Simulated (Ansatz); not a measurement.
# TiPbSe3 (built on the sites of a database entry of HfPbO3): a soft mode frozen in

Wanted: the energy along a soft mode of TiPbSe3 (built on the sites of a database entry of HfPbO3) and the structure at the end.

Program: Ansatz 0.2.0. Level of theory: DFT PBEsol, scalar-relativistic, plane waves, PAW. Results are calculated unless marked as measured.

The structure was built from a prototype and need not be the compound's stable phase.

### 1. Starting point

Symmetry: Pm-3m, No. 221, cubic system. Conventional cell: a = 4.932 Å, b = 4.932 Å, c = 4.932 Å, α = 90.00°, β = 90.00°, γ = 90.00°. Ti has 6 Se at 2.47 Å nearest. Pb has 12 Se at 3.49 Å nearest. Se has 2 Ti at 2.47 Å and 4 Pb at 3.49 Å nearest. Farther neighbours and most contacts between anions are not listed.

### 2. Response at finite wavevector

The cell comes from relaxations at this level that are not shown. Stability and thermal properties need the whole zone. Linear response on a 2×2×2 q mesh gives force constants as far as a supercell of that size would.

input.yaml reads:

```yaml
crystal:
  lattice:
    - [4.9321777088, 0.0, 0.0]
    - [0.0, 4.9321777088, 0.0]
    - [0.0, 0.0, 4.9321777088]
  atoms:
    - { symbol: Ti, position: [0.5, 0.5, 0.5] }
    - { symbol: Pb, position: [0.0, 0.0, 0.0] }
    - { symbol: Se, position: [0.0, 0.5, 0.5] }
    - { symbol: Se, position: [0.5, 0.0, 0.5] }
    - { symbol: Se, position: [0.5, 0.5, 0.0] }
kpoints:
  mp_grid: { grid: [8, 8, 8] }
hamiltonian:
  xc: pbesol
scf:
  occupations: { method: methfessel_paxton, width: 0.2 }
output:
  eigenvalues: true
phonons:
  method: dfpt
  qmesh: [2, 2, 2]
  temperatures: { t_max: 1000, t_step: 50 }
  qpath:
    path:
      - [[0.0, 0.0, 0.0], [0.0, 0.5, 0.0], [0.5, 0.5, 0.0], [0.0, 0.0, 0.0], [0.5, 0.5, 0.5], [0.0, 0.5, 0.0]]
      - [[0.5, 0.5, 0.5], [0.5, 0.5, 0.0]]
    npoints: 10
```

Run with:

```sh
> ansatz run input.yaml --threads 8 --pin off --max-ram 14336MiB --backend cpu --events-out ev --progress --plain --runs-dir out
```

Numbers of over 12 decimals in the logs are rounded to 6 here.

The program printed:

```text
Engine: ansatz 0.2.0, aarch64-unknown-linux-gnu
Pseudopotentials: kind: paw
Pseudopotential: Ti, paw, valence charge 12, recommended cutoff 420 eV (normal), Ti.paw.azcp
Pseudopotential: Pb, paw, valence charge 14, recommended cutoff 420 eV (normal), Pb.paw.azcp
Pseudopotential: Se, paw, valence charge 16, recommended cutoff 420 eV (normal), Se.paw.azcp
Functional definition: PBEsol
  exchange = pbesol_x
  correlation = pbesol_c
Crystal: 5 atoms, lattice volume = 119.982 Å³
Basis set: ecut = 420 eV, 2325 PW (Γ), exchange–correlation on 72×72×72 points (8 copies of the dense FFT grid, shifted against one another)
Bands: 45, of which v1, the nominal top of the filled ones, is band 37 counted from 1 (36 counted from 0)
Symmetry: 48 space group operations
k-points: 35 of 512
Non-local potential: Ti, projectors of the file, l = 0: 3, l = 1: 2, l = 2: 3, l = 3: 1
Non-local potential: Pb, projectors of the file, l = 0: 2, l = 1: 2, l = 2: 2, l = 3: 2
Non-local potential: Se, projectors of the file, l = 0: 2, l = 1: 2, l = 2: 3, l = 3: 1
PAW form: soft (Blöchl's): semilocal exchange-correlation on the pseudo side does not see the compensation charge
PAW frozen core: Ti, regenerated for the run's functional, and the local potential with it (the file was generated under x = pbe(κ = 0.804, μ = 0.219515), c = pbe(β = 0.066725))
PAW frozen core: Pb, regenerated for the run's functional, and the local potential with it (the file was generated under x = pbe(κ = 0.804, μ = 0.219515), c = pbe(β = 0.066725))
PAW frozen core: Se, regenerated for the run's functional, and the local potential with it (the file was generated under x = pbe(κ = 0.804, μ = 0.219515), c = pbe(β = 0.066725))
PAW one-centre angular grid: Ti, 590 points (default); XC on 64 Gauss nodes
PAW one-centre angular grid: Pb, 590 points (default); XC on 64 Gauss nodes
PAW one-centre angular grid: Se, 590 points (default); XC on 64 Gauss nodes
Initial density: superposition of atomic densities (neutral atoms: chi_scale 0, normalization atom), corrected by the library's trained network
Initial wavefunctions: pseudopotential atomic-orbital guess
Functional: x = pbesol(κ = 0.804, μ = 0.123457), c = pbesol(β = 0.046)
SCF iter   1: F=—  HF=-30504.419117 eV  |F-HF|=—  |Δ(HF+E_count)|=         —  Δρ=7.09e-3  dr2=9.22e-2  ethr=1.77e-3  ⟨swp⟩=6.5  Hψ=5825  notcnv=0
preconditioner: auto → Kerker (q_TF=auto, 2.517 Å⁻¹)  [metal: Δε(μ)=0.045 eV  Ē_g=10.867 eV  σ=0.200 eV  W_gap=0.19  n_scr=26 (ndim 8)  ℏωp=20.3 eV  f_vac=0.008  D(μ)=2.01/eV (n_scr^D=6)]
SCF iter   2: F=—  HF=-30504.411365 eV  |F-HF|=—  |Δ(HF+E_count)|=   7.75e-3  S|Δr|=    0.00e0  Δρ=3.68e-3  dr2=2.71e-2  ethr=1.25e-4  ⟨swp⟩=1.0  Hψ=1855  notcnv=0
SCF iter   3: F=—  HF=-30504.408449 eV  |F-HF|=—  |Δ(HF+E_count)|=   2.92e-3  S|Δr|=    0.00e0  Δρ=4.74e-4  dr2=3.50e-4  ethr=3.66e-5  ⟨swp⟩=1.9  Hψ=1607  notcnv=0
SCF iter   4: F=—  HF=-30504.408444 eV  |F-HF|=—  |Δ(HF+E_count)|=   5.00e-6  S|Δr|=    0.00e0  Δρ=2.71e-4  dr2=1.16e-4  ethr=4.73e-7  ⟨swp⟩=2.0  Hψ=2798  notcnv=0
SCF iter   5: F=—  HF=-30504.408437 eV  |F-HF|=—  |Δ(HF+E_count)|=   6.87e-6  S|Δr|=    0.00e0  Δρ=7.37e-5  dr2=1.13e-5  ethr=1.56e-7  ⟨swp⟩=2.3  Hψ=2822  notcnv=0
SCF iter   6: F=—  HF=-30504.408440 eV  |F-HF|=—  |Δ(HF+E_count)|=   2.90e-6  S|Δr|=    0.00e0  Δρ=1.74e-5  dr2=4.86e-7  ethr=1.52e-8  ⟨swp⟩=2.8  Hψ=3119  notcnv=0
SCF iter   7: F=—  HF=-30504.408438 eV  |F-HF|=—  |Δ(HF+E_count)|=   1.98e-6  S|Δr|=    0.00e0  Δρ=6.34e-6  dr2=8.03e-8  ethr=6.57e-10  ⟨swp⟩=2.1  Hψ=1932  notcnv=0
SCF iter   8: F=—  HF=-30504.408438 eV  |F-HF|=—  |Δ(HF+E_count)|=   2.64e-8  S|Δr|=    0.00e0  Δρ=2.18e-6  dr2=8.35e-9  ethr=1.09e-10  ⟨swp⟩=2.1  Hψ=1815  notcnv=0
SCF iter   9: F=—  HF=-30504.408438 eV  |F-HF|=—  |Δ(HF+E_count)|=  1.16e-10  S|Δr|=    0.00e0  Δρ=5.07e-7  dr2=7.43e-10  ethr=1.13e-11  ⟨swp⟩=2.5  Hψ=2778  notcnv=0
SCF iter  10: F=—  HF=-30504.408438 eV  |F-HF|=—  |Δ(HF+E_count)|=  1.38e-10  S|Δr|=    0.00e0  Δρ=1.54e-7  dr2=5.77e-11  ethr=1.00e-12  ⟨swp⟩=2.1  Hψ=2399  notcnv=0
SCF iter  11: F=-30504.408438 eV  HF=-30504.408438 eV  |F-HF|=3.64e-12  |Δ(HF+E_count)|=  1.82e-11  S|Δr|=    0.00e0  Δρ=4.26e-8  dr2=2.90e-12  ethr=1.00e-12  ⟨swp⟩=8.9  Hψ=6988  notcnv=0
SCF 1 converged in 11 iterations: F = -30504.408438 eV  dr2 = 2.90e-12
  greatest PAW one-centre occupation: 1.000 electrons in one spin orbital (limit 2), on the Se atom at site 3 (counted from 0), in its partial waves of l = 2
Initial density: read from a saved state, or passed on in memory by an earlier SCF of this step, an earlier step, the calling program or the single point that the run made first
iter 1 solved again at ethr=2.03e-7 eV; its pass at ethr=3.10e-3 eV (dr2=1.50e-4 eV) is discarded
SCF iter   1: F=—  HF=-30504.408438 eV  |F-HF|=—  |Δ(HF+E_count)|=         —  Δρ=5.83e-7  dr2=4.75e-10  ethr=2.03e-7  ⟨swp⟩=2.7  Hψ=9251  notcnv=0
eigensolver tolerance schedule: the retry pair's looser diagonalisation over-reported the residual by 316167.51 of it (diagonalisation noise at an unbounded share of the residual, at the tolerance the schedule requests for it); recorded, not acted on — ethr = c·dr2/N_el stays at c = 1.0e-1
preconditioner: auto → Kerker (q_TF=auto, 2.517 Å⁻¹)  [metal: Δε(μ)=0.038 eV  Ē_g=10.848 eV  σ=0.200 eV  W_gap=0.16  n_scr=26 (ndim 8)  ℏωp=20.3 eV  f_vac=0.006  D(μ)=2.90/eV (n_scr^D=18)]
SCF iter   2: F=—  HF=-30504.408438 eV  |F-HF|=—  |Δ(HF+E_count)|=   3.49e-8  S|Δr|=    0.00e0  Δρ=2.58e-7  dr2=6.86e-11  ethr=1.00e-12  ⟨swp⟩=3.8  Hψ=4370  notcnv=0
SCF iter   3: F=—  HF=-30504.408438 eV  |F-HF|=—  |Δ(HF+E_count)|=  3.27e-11  S|Δr|=    0.00e0  Δρ=1.66e-7  dr2=2.85e-11  ethr=1.00e-12  ⟨swp⟩=4.9  Hψ=4675  notcnv=0
SCF iter   4: F=—  HF=-30504.408438 eV  |F-HF|=—  |Δ(HF+E_count)|=  1.46e-11  S|Δr|=    0.00e0  Δρ=9.25e-8  dr2=1.04e-11  ethr=1.00e-12  ⟨swp⟩=1.0  Hψ=1575  notcnv=0
SCF iter   5: F=-30504.408438 eV  HF=-30504.408438 eV  |F-HF|=1.82e-11  |Δ(HF+E_count)|=  7.28e-12  S|Δr|=    0.00e0  Δρ=5.79e-8  dr2=4.49e-12  ethr=1.00e-12  ⟨swp⟩=2.0  Hψ=2971  notcnv=0
SCF 2 converged in 5 iterations: F = -30504.408438 eV  dr2 = 4.49e-12
  greatest PAW one-centre occupation: 1.000 electrons in one spin orbital (limit 2), on the Se atom at site 4 (counted from 0), in its partial waves of l = 2
phonons: the bands overlap, so this run is a metal and interpolates without the dipole-dipole term. If the crystal is really an insulator or semiconductor, its LO-TO splitting is missing
NSCF: frozen V_eff on 35 k-points
NSCF: frozen V_eff on 125 k-points
DFPT response loops at q = (0, 0, 0) (fractional): preconditioner auto → Kerker (q_TF=auto, 2.517 Å⁻¹) (partly filled bands, converged f_vac=0.006); β = 1.00, the filter's whole step (`scf.mixing.beta` (0.50) is not read by the response loops under this deck's `scf.mixing.preconditioner`; to damp them name `kerker` or `kerker_dos`, under which they read `scf.mixing.beta`, and type it under 1.00, their step now; both keys bind the ground state too); Broyden in place of MSR1
NSCF: frozen V_eff on 250 k-points
DFPT response loops at q = (0, 0, -0.5) (fractional): mixed as the last ones told, above
NSCF: frozen V_eff on 250 k-points
DFPT response loops at q = (0, -0.5, -0.5) (fractional): mixed as the last ones told, above
NSCF: frozen V_eff on 250 k-points
DFPT response loops at q = (-0.5, -0.5, -0.5) (fractional): mixed as the last ones told, above
SCF converged after 11 iterations
Stability not checked: this state was not tested for a lower state beside it, because cold or Methfessel-Paxton smearing, or corrected tetrahedra, fill the levels in a way that the test cannot read (fill_not_monotonic; see scf.lower_state_search)
Free energy (F): -30504.408438 eV
Harris-Foulkes:  -30504.408438 eV  (|F-HF|=3.64e-12)
Internal energy: -30504.406291 eV  (E = F + TS)
E sigma→0 (E₀):  -30504.407901 eV
Entropy (-TS):   -0.002146 eV (-0.429 meV/atom)
Fermi energy:    9.885978 eV
Step filling:    the computed levels leave a gap of 0.0382 eV = 0.2 smearing widths at the electron count; against every level under it full and every level over it empty, smearing changes F+E_penalty+E_count by +1.467 meV and its σ→0 estimate by +2.003 meV
--- Per-component energies (eV) ---
  E_band       = -1336.141055
  E_kinetic    = 916.367517
  E_local      = -9376.800173  (includes V_loc(G=0)·N_el)
  E_nonlocal   = -1419.148471
  E_hartree    = 4469.349133
  E_xc         = -627.192135
  E_vxc        = -550.271967  (∫ρ·V_xc dr)
  E_paw        = -16877.453084  (= ΣΔE_a)
  E_vpaw       = 155.015409  (= ΣTr[D̂ρ^β])
  E_aug_tail   = -0.001679  (compensation charges beyond the density's cutoff)
  E_ewald      = -7592.754251
  E_core_change = 3.226852  (= ΣΔE_core)
  E_smearing   = -0.002146  (= −TS)
  E_closure    = -0.000000  (closes the sum)
  Σ components = -30504.408438   (vs F -30504.408438, Δ=0.00e0)
--- Band table (eV; the first three rows and the last of 35) ---
  k-point 0: bands = [... 33 lower, 8.4821, 9.0025, 9.0025, 9.0025, 9.4812, 9.4812, 9.4812, 10.8544, ... 4 higher]
  k-point 1: bands = [... 33 lower, 8.3784, 8.5783, 8.8941, 8.8941, 9.4865, 9.9445, 9.9445, 10.8601, ... 4 higher]
  k-point 2: bands = [... 33 lower, 8.0792, 8.1523, 8.9684, 8.9684, 9.4993, 10.5094, 10.5094, 10.8703, ... 4 higher]
  k-point 34: bands = [... 33 lower, 6.1584, 10.0941, 10.0941, 10.0941, 10.6898, 10.6898, 10.6898, 14.0194, ... 4 higher]
--- Phonons (Γ-DFPT): 4 representative perturbations + reference (Σ response iterations 12) ---
  ASR residual: 4.956e-5 → 0.000e0 eV/Å²; symmetrization residual: 9.531e-6 eV/Å²
  ASR residual per site (eV/Å²): 2.66e-5 4.96e-5 1.43e-5 1.43e-5 1.43e-5
  Γ frequencies (cm⁻¹): -81.87 -81.87 -81.87 -63.84 -63.84 -63.84 -41.53 -41.53 -41.53 0.00 0.00 0.00 251.70 251.70 251.70
--- Phonons (arbitrary-q DFPT): 4 irreducible q on the 2×2×2 mesh ---
  q = [0.0000, 0.0000, 0.0000] (star 1, of the zone-centre solve; hermiticity 1.68e-6, symmetrization 1.25e-11): -81.87 -81.87 -81.87 -63.84 -63.84 -63.84 -41.53 -41.53 -41.53 -0.00 0.00 0.00 251.70 251.70 251.70
  q = [0.0000, 0.0000, -0.5000] (star 3, 9 solved perturbations in 975 linear systems a pass and spin channel, the states on 125 of 512 k-point pairs; hermiticity 2.55e-6, symmetrization 1.26e-12): -58.76 -58.76 -57.77 -57.77 -47.29 -47.29 -45.24 -22.29 59.28 59.28 76.93 224.03 238.48 249.26 249.26
  q = [0.0000, -0.5000, -0.5000] (star 3, 9 solved perturbations in 975 linear systems a pass and spin channel, the states on 125 of 512 k-point pairs; hermiticity 1.58e-6, symmetrization 3.88e-13): -122.13 -69.20 -69.20 -59.78 -37.97 45.83 45.83 53.22 53.22 117.30 124.65 217.80 217.80 248.13 254.98
  q = [-0.5000, -0.5000, -0.5000] (star 1, 4 solved perturbations in 350 linear systems a pass and spin channel, the states on 125 of 512 k-point pairs; hermiticity 2.49e-6, symmetrization 1.61e-11): -118.09 -118.09 -118.09 -55.77 -55.77 -55.77 35.84 35.84 105.08 105.08 105.08 219.31 219.31 219.31 270.31
  sum rule: each row above includes the acoustic sum rule's correction from the zone centre's row sums; it moved no ω² by more than (0.39 cm⁻¹)²
  mesh force constants: q→R imaginary residual 6.89e-18; ASR residual 4.956e-5 → 0.000e0 eV/Å²; symmetrization residual 6.661e-15 eV/Å²
  interpolated dispersion: 62 rows × 15 modes
  density of states and harmonic sums: on the 14×14×14 q-mesh, interpolated from the force constants of a 2×2×2 supercell (no non-analytic term)
  largest difference from the sums on the solved wave vectors: F 1.34e-1 eV, S 1.91e-4 and C_V 5.77e-5 eV/K
  zero-point energy: 0.077829 eV/cell   skipped modes (ω ≤ 0): 784, of them read as no rigid motion or as one in doubt: 781 (6.457e0 modes/cell left out, lowest -122.13 cm⁻¹)   left out of the sums: 4.31e-1 of the cell's modes: C_V's classical limit lies that fraction below 3 k_B per atom; for a crystal, a wire or a layer, F and S can be off by more, and a phonons.interpolated_qmesh denser along its periods is the remedy for the sampling
```

Run time: 3.3 min. Hardware: 8 threads of Arm Neoverse V2, shared host; peak memory 2.1 GiB.

In the SCF lines HF is the Harris–Foulkes energy and dr2 the Hartree energy of the density residual, in eV; the loop may stop once dr2 is under the threshold and the program's other checks hold. Hψ counts applications of the Hamiltonian.

Numbers from this step:

```yaml
volume_per_atom: 24.00 Å³
gap_on_the_k_mesh: 0 eV
sum_rule_residual_before_enforcement: 4.96e-5 eV/Å²
lowest_frequency_on_the_path: -122.1 cm⁻¹
point_group: m-3m
highest_frequency_on_the_path_or_at_a_solved_wavevector: 277.6 cm⁻¹
highest_optical_mode_at_the_zone_centre_no_lo_to_term: 251.7 cm⁻¹
lowest_optical_zone_centre_mode: -81.87 cm⁻¹
lowest_mode_on_the_q_mesh_acoustic_modes_at_gamma_apart: -122.1 cm⁻¹
```

Frequencies (cm⁻¹) solved at each irreducible wavevector; negative means imaginary. Frequencies by wavevector, by row:

| q in reciprocal lattice units | star | mode 1 | mode 2 | mode 3 | mode 4 | mode 13 | mode 14 | mode 15 |
| --- | --- | --- | --- | --- | --- | --- | --- | --- |
| 0 0 0 | 1 | -81.9 | -81.9 | -81.9 | -63.8 | 251.7 | 251.7 | 251.7 |
| 0 0 -0.5 | 3 | -58.8 | -58.8 | -57.8 | -57.8 | 238.5 | 249.3 | 249.3 |
| 0 -0.5 -0.5 | 3 | -122.1 | -69.2 | -69.2 | -59.8 | 217.8 | 248.1 | 255 |
| -0.5 -0.5 -0.5 | 1 | -118.1 | -118.1 | -118.1 | -55.8 | 219.3 | 219.3 | 270.3 |

Interpolated from a 2×2×2 q mesh. The phonon branches at the labelled points (cm⁻¹):

| point | branch 1 | branch 2 | branch 3 | branch 4 | branch 12 | branch 13 | branch 14 | branch 15 |
| --- | --- | --- | --- | --- | --- | --- | --- | --- |
| Γ | -82 | -82 | -82 | -64 | 0 | 252 | 252 | 252 |
| halfway | -73 | -73 | -55 | -53 | 142 | 251 | 251 | 252 |
| X | -59 | -59 | -58 | -58 | 224 | 238 | 249 | 249 |
| halfway | -99 | -64 | -62 | -56 | 205 | 221 | 249 | 262 |
| M | -122 | -69 | -69 | -60 | 218 | 218 | 248 | 255 |
| halfway | -88 | -67 | -62 | -55 | 147 | 232 | 250 | 263 |
| Γ | -82 | -82 | -82 | -64 | 0 | 252 | 252 | 252 |
| halfway | -89 | -82 | -82 | -54 | 152 | 228 | 228 | 275 |
| R | -118 | -118 | -118 | -56 | 219 | 219 | 219 | 270 |
| halfway | -101 | -91 | -82 | -59 | 191 | 220 | 224 | 276 |
| X | -59 | -59 | -58 | -58 | 224 | 238 | 249 | 249 |
| jump to R | -118 | -118 | -118 | -56 | 219 | 219 | 219 | 270 |
| halfway | -120 | -94 | -94 | -56 | 205 | 218 | 218 | 274 |
| M | -122 | -69 | -69 | -60 | 218 | 218 | 248 | 255 |

Symmetry leaves 4 wavevectors to solve. The lowest mode among them, the acoustic zeros apart, lies at q = (0, -0.5, -0.5) and is imaginary, 122.1i cm⁻¹, so the energy falls along it.

### 3. The mode frozen in, largest atomic shift 0 Å

The mode followed lies at q = (-0.5, -0.5, -0.5) with frequency 118.1i cm⁻¹ and is 3-fold degenerate, one of the unstable modes though not the softest. At small amplitude the distorted cell has space group no. 74 by a symmetry search on the positions. The undistorted cell that holds it gives the zero of energy on the same k mesh.

System of this step: TiPbSe3 (built on the sites of a database entry of HfPbO3). It takes space group Pm-3m (No. 221, cubic). The conventional cell has a = 4.932 Å, b = 4.932 Å, c = 4.932 Å, α = 90.00°, β = 90.00°, γ = 90.00°. Ti has 6 Se at 2.47 Å nearest. Nearest to Pb lie 12 Se at 3.49 Å. Nearest to Se lie 2 Ti at 2.47 Å and 4 Pb at 3.49 Å. Farther neighbours and most contacts between anions are not listed.

input.yaml reads:

```yaml
crystal:
  lattice:
    - [4.9321777088, 4.9321777088, 0.0]
    - [4.9321777088, 0.0, 4.9321777088]
    - [4.9321777088, 0.0, -4.9321777088]
  atoms:
    - { symbol: Ti, position: [0.5, 0.25, 0.75] }
    - { symbol: Ti, position: [0.5, 0.75, 0.25] }
    - { symbol: Pb, position: [0.0, 0.5, 0.5] }
    - { symbol: Pb, position: [0.0, 0.0, 0.0] }
    - { symbol: Se, position: [0.5, 0.0, 0.5] }
    - { symbol: Se, position: [0.5, 0.5, 0.0] }
    - { symbol: Se, position: [0.0, 0.5, 0.0] }
    - { symbol: Se, position: [0.0, 0.0, 0.5] }
    - { symbol: Se, position: [0.5, 0.0, 1.0] }
    - { symbol: Se, position: [0.5, 0.5, 0.5] }
kpoints:
  mp_grid: { grid: [8, 8, 8] }
hamiltonian:
  xc: pbesol
scf:
  occupations: { method: methfessel_paxton, width: 0.2 }
output:
  forces: true
  stress: true
  eigenvalues: true
```

The program printed:

```text
[...]
Crystal: 10 atoms, lattice volume = 239.964 Å³
Basis set: ecut = 420 eV, 4645 PW (Γ), exchange–correlation on 96×96×96 points (8 copies of the dense FFT grid, shifted against one another)
Bands: 89, of which v1, the nominal top of the filled ones, is band 74 counted from 1 (73 counted from 0)
Symmetry: 96 space group operations
[...]
k-points: 29 of 512
[...]
k-point 0: bands = [... 70 lower, 9.0036, 9.5152, 9.5152, 9.5152, 10.0872, 10.0872, 10.0872, 10.7218, ... 11 higher]
  k-point 1: bands = [... 70 lower, 8.8522, 9.7686, 9.7686, 9.7774, 9.9381, 9.9381, 10.0040, 10.6279, ... 11 higher]
  k-point 2: bands = [... 70 lower, 8.6874, 9.5561, 9.5561, 9.7815, 10.1220, 10.1220, 10.1647, 10.3753, ... 11 higher]
  k-point 28: bands = [... 70 lower, 7.9710, 7.9710, 9.1049, 9.1049, 10.6940, 10.6940, 10.7240, 10.7240, ... 11 higher]
[key lines of the parts left out:]
SCF converged after 8 iterations
Free energy (F): -61008.833935 eV
Fermi energy:    9.886421 eV
P = ⅓ Tr σ = -0.0668 GPa (-0.668 kbar)
```

Run time: 3.5 s. Hardware: 8 threads; peak memory 1.5 GiB; 26 s of CPU time.

This step gave:

| Item | Value |
| --- | --- |
| pressure | -0.06678 GPa |
| energy from the undistorted cell | 0 meV/atom |

The run ends at a pressure of -0.07 GPa.

### 4. The mode frozen in, largest atomic shift 0.6 Å

The atoms are moved along the unstable eigenvector, the largest shift by 0.6 Å, with the cell fixed.

input.yaml reads:

```yaml
crystal:
  lattice:
    - [4.9321777088, 4.9321777088, 0.0]
    - [4.9321777088, 0.0, 4.9321777088]
    - [4.9321777088, 0.0, -4.9321777088]
  atoms:
    - { symbol: Ti, position: [0.5, 0.25, 0.75] }
    - { symbol: Ti, position: [0.5, 0.75, 0.25] }
    - { symbol: Pb, position: [0.0, 0.5, 0.5] }
    - { symbol: Pb, position: [0.0, 0.0, 0.0] }
    - { symbol: Se, position: [0.5, -0.0430098117, 0.5430098117] }
    - { symbol: Se, position: [0.5, 0.5430098117, -0.0430098117] }
    - { symbol: Se, position: [0.0, 0.5430098117, -0.0430098117] }
    - { symbol: Se, position: [0.0, -0.0430098117, 0.5430098117] }
    - { symbol: Se, position: [0.4139803767, 0.0860196233, 1.0860196233] }
    - { symbol: Se, position: [0.5860196233, 0.4139803767, 0.4139803767] }
kpoints:
  mp_grid: { grid: [8, 8, 8] }
hamiltonian:
  xc: pbesol
scf:
  occupations: { method: methfessel_paxton, width: 0.2 }
output:
  forces: true
  stress: true
  eigenvalues: true
```

The program printed:

```text
[...]
Crystal: 10 atoms, lattice volume = 239.964 Å³
Basis set: ecut = 420 eV, 4645 PW (Γ), exchange–correlation on 96×96×96 points (8 copies of the dense FFT grid, shifted against one another)
Bands: 89, of which v1, the nominal top of the filled ones, is band 74 counted from 1 (73 counted from 0)
Symmetry: 8 space group operations
[...]
k-points: 95 of 512
[...]
k-point 0: bands = [... 70 lower, 9.0712, 9.0783, 9.0849, 9.2356, 9.4936, 9.6489, 10.0325, 10.3198, ... 11 higher]
  k-point 1: bands = [... 70 lower, 8.8376, 9.1017, 9.4533, 9.4551, 9.6318, 9.7822, 9.9899, 10.3901, ... 11 higher]
  k-point 2: bands = [... 70 lower, 8.6483, 9.0676, 9.3601, 9.4221, 9.9043, 10.0891, 10.1126, 10.4382, ... 11 higher]
  k-point 94: bands = [... 70 lower, 8.0907, 8.0907, 8.5822, 8.5822, 10.2312, 10.2312, 10.6340, 10.6340, ... 11 higher]
[key lines of the parts left out:]
SCF converged after 8 iterations
Free energy (F): -61010.157415 eV
Fermi energy:    9.571911 eV
P = ⅓ Tr σ = -1.0643 GPa (-10.643 kbar)
```

Run time: 12 s. Hardware: 8 threads; peak memory 2 GiB.

Numbers from this step:

```yaml
pressure: -1.064 GPa
energy_from_the_undistorted_cell: -132.6 meV/atom
```

The energy, extrapolated to zero smearing, is -132.61 meV/atom against the undistorted cell.

The run ends at a pressure of -1.06 GPa, with forces up to 0.58 eV/Å.

(Continued in part 2 of 2.)

[Logs are printed without paths, hosts, clocks, repeated set-up lines and the standing remarks that a program may print on its own settings, such as how far it seeks lower states.]

[Hosts, paths, dates, database ids (printed as entryN), source tags and the programs' standing remarks are cut or masked in the printed files.]
